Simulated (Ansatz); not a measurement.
# Decaying states in the gap of LiBi2AsBr2O4, part 2 of 2

Aim: relax a made-up compound, LiBi2AsBr2O4, and see how good a tunnel barrier it would be. It is built by putting As for part of the Bi in the LiBi3Br2O4 structure of space group Amm2, with the volume rescaled by atomic radii. The parent structure comes from the Materials Project.

Ansatz 0.2.0; PBEsol DFT, plane waves, PAW files (the session's first sound run).

So far, gap on path (eV): step 3 (the bulk crystal and its band edges) 1.59.

The structure was built from a prototype and need not be the compound's stable phase.

## Step 7: Band edges at another level

This step: PBEsol DFT, plane waves, JTH PAW files (Ansatz 0.2.0).

The edges again with JTH files, at the same atoms.

input.yaml

```yaml
crystal:
  lattice:
    - [5.320393171, 0.0, 0.0]
    - [0.0, 2.6454720386, 6.1329938008]
    - [0.0, -2.6454720386, 6.1329938008]
  atoms:
    - { symbol: Li, position: [0.5, 0.6973712787, 0.6973712787] }
    - { symbol: Bi, position: [0.0, 0.1449359787, 0.1449359787] }
    - { symbol: As, position: [0.0, 0.8147045887, 0.8147045887] }
    - { symbol: Bi, position: [0.5, 0.3480893939, 0.3480893939] }
    - { symbol: Br, position: [0.0, 0.4982498651, 0.4982498651] }
    - { symbol: Br, position: [0.5, 1.0000182404, 1.0000182404] }
    - { symbol: O, position: [0.2388516758, 0.5096883293, -0.011372502] }
    - { symbol: O, position: [0.7611483242, -0.011372502, 0.5096883293] }
    - { symbol: O, position: [0.2388516758, -0.011372502, 0.5096883293] }
    - { symbol: O, position: [0.7611483242, 0.5096883293, -0.011372502] }
kpoints:
  mp_grid: { grid: [4, 6, 6] }
  band_path: { path: [VBM, CBM], npoints: 30 }
scf:
  occupations: { method: fixed }
hamiltonian:
  xc: pbesol
  pseudopotentials: { kind: paw, source: jth }
output:
  eigenvalues: true
```

Run with:

```bash
> ansatz run input.yaml --threads 2 --pin off --max-ram 4096MiB --backend cpu --events-out ev --progress --plain --runs-dir out
```

The job ended after 0.03 s (2 threads of Arm Neoverse V2, shared host; peak memory 0.036 GiB).

The program refused the input before any cycle.

The program's message: “Error: inconsistent input (hamiltonian.pseudopotentials.source, hamiltonian.xc, hamiltonian.pseudopotentials.xc_functional): this build's library has no table of `source: jth` for `kind: paw` and the …”

## Step 8: A check of the settings: scf.mixing.algorithm = "msr1" and scf.mixing.beta = 0.7

This step: PBEsol DFT, plane waves, PAW files; complex bands by layer matching along the plane's normal; changed: scf.mixing.algorithm = "msr1", scf.mixing.beta = 0.7 (Ansatz 0.2.0).

This run repeats an earlier one, its twin (the complex run, plane (001)), with two settings changed (scf.mixing.algorithm, scf.mixing.beta; files written aside). It is meant to test whether the numerical route changes the result or only the time. Where the input is shown as a difference, that is against the step before, not the twin.

input.yaml

```yaml
crystal:
  lattice:
    - [5.290944077, 0.0, 0.0]
    - [0.0, 5.320393171, 0.0]
    - [2.645472039, 0.0, 6.132993801]
  atoms:
    - { symbol: Li, position: [0.6973712787, 0.5, 0.6052574426] }
    - { symbol: Bi, position: [0.1449359787, 0.0, 0.7101280426] }
    - { symbol: As, position: [0.8147045887, 0.0, 0.3705908226] }
    - { symbol: Bi, position: [0.3480893939, 0.5, 0.3038212122] }
    - { symbol: Br, position: [0.4982498651, 0.0, 0.0035002698] }
    - { symbol: Br, position: [1.82404e-05, 0.5, 0.9999635192] }
    - { symbol: O, position: [0.5096883293, 0.2388516758, 0.5016841727] }
    - { symbol: O, position: [0.988627498, 0.7611483242, 0.5016841727] }
    - { symbol: O, position: [0.988627498, 0.2388516758, 0.5016841727] }
    - { symbol: O, position: [0.5096883293, 0.7611483242, 0.5016841727] }
kpoints:
  mp_grid: { grid: [6, 4, 6] }
scf:
  occupations: { method: fixed }
  mixing: { algorithm: msr1, beta: 0.7 }
hamiltonian:
  xc: pbesol
output:
  eigenvalues: true
  transmission:
    leads: [[0, 0]]
    kpoints: [[0.0, 0.0], [-0.3802, -0.5]]
    e_range: [-1.0, 2.59]
    de: 0.06
```

Elapsed: 82 s, on 2 threads; peak memory 0.98 GiB.

This step gave:

```
level to which the leads are filled                       : 0.8027 eV from the Fermi level
decay constant at the filling level, zone centre          : 0.2969 Å⁻¹
decay constant at the filling level, slowest listed point : 0.2969 Å⁻¹
```

K parallel (0, 0); values up to 1.5 1/Å, a degenerate pair printed once or twice; energies at which all values exceed this have no row. The Im kz of the slowest decaying states by energy, zero at the highest filled level on the SCF mesh:

```csv
energy (eV),decay 1 (Å⁻¹),decay 2 (Å⁻¹),decay 3 (Å⁻¹),decay 4 (Å⁻¹)
-1.00,0.128,0.206,0.274,0.349
-0.88,0.142,0.312,0.326,0.354
-0.70,0.0497,0.228,0.359,0.369
-0.58,0.157,0.253,0.359,0.362
-0.46,0.206,0.271,0.353,0.364
-0.28,0.253,0.289,0.352,0.366
-0.16,0.275,0.298,0.352,0.367
0.02,0.301,0.307,0.351,0.367
0.14,0.310,0.314,0.350,0.366
0.26,0.312,0.325,0.348,0.364
0.44,0.311,0.339,0.345,0.361
0.56,0.308,0.341,0.345,0.357
0.68,0.304,0.337,0.351,0.353
0.86,0.293,0.329,0.346,0.356
0.98,0.282,0.323,0.340,0.358
1.10,0.267,0.316,0.334,0.359
1.28,0.233,0.304,0.322,0.358
1.40,0.198,0.294,0.313,0.355
1.52,0.137,0.284,0.303,0.351
1.70,0.265,0.286,0.339,0.468
1.82,0.251,0.273,0.326,0.460
2.00,0.226,0.244,0.250,0.450
2.12,0.206,0.233,0.284,0.443
2.24,0.183,0.212,0.308,0.438
2.42,0.137,0.174,0.329,0.431
2.54,0.0913,0.141,0.337,0.426
```

K parallel (-0.3802, -0.5); values up to 1.5 1/Å, a degenerate pair printed once or twice; energies at which all values exceed this have no row. Table of Im kz of the slowest decaying states by energy, zero at the highest filled level on the SCF mesh:

```csv
energy (eV),decay 1 (Å⁻¹),decay 2 (Å⁻¹),decay 3 (Å⁻¹),decay 4 (Å⁻¹)
-1.0000,0.0681,0.179,0.313,0.501
-0.7600,0.120,0.138,0.235,0.312
-0.5200,0.150,0.284,0.404,0.457
-0.2200,0.376,0.513,0.563,0.641
0.0200,0.0584,0.420,0.580,0.609
0.2600,0.316,0.453,0.514,0.591
0.5000,0.449,0.479,0.503,0.554
0.7400,0.500,0.504,0.535,0.692
0.9800,0.507,0.516,0.561,0.718
1.2200,0.509,0.526,0.583,0.722
1.5200,0.511,0.529,0.608,0.665
1.7600,0.510,0.520,0.628,0.639
2.0000,0.500,0.507,0.629,0.647
2.2400,0.469,0.502,0.629,0.668
2.4800,0.431,0.494,0.640,0.692
```

The energy agrees with the twin's within 2e-6 eV and the result to the printed digits, after as many cycles: the change makes no difference here.

## Step 9: What came out

```yaml
band_gap: 1.59 eV
least_decay_constant_at_mid_gap_normal_to_001: 0.297 Å⁻¹
least_decay_constant_at_mid_gap_normal_to_100: 0.242 Å⁻¹
least_decay_constant_on_a_mesh_normal_to_001: 0.297 Å⁻¹
```

In words: With PBEsol, the slowest decay at the wavevectors tried is κ = 0.242 Å⁻¹, normal to (100). Through such a film the transmission near mid-gap falls as exp(−2κd), a factor of ten every 4.7 Å. The decay depends on direction: 1.2 times faster normal to (001). A free electron under a barrier of half the gap would need a mass of 0.28 mₑ to decay at this rate. The compound is made up by substitution; its stability against other phases and against distortions of the cell's symmetry was not tested. A semilocal functional narrows gaps, while spin-orbit coupling, left out here, narrows them in compounds of heavy elements, so the error in κ can go either way.

[Logs are printed without paths, hosts, clocks, repeated set-up lines and the standing remarks that a program may print on its own settings, such as how far it seeks lower states.]

[Hosts, paths, dates, database ids (printed as entryN), source tags and the programs' standing remarks are cut or masked in the printed files.]
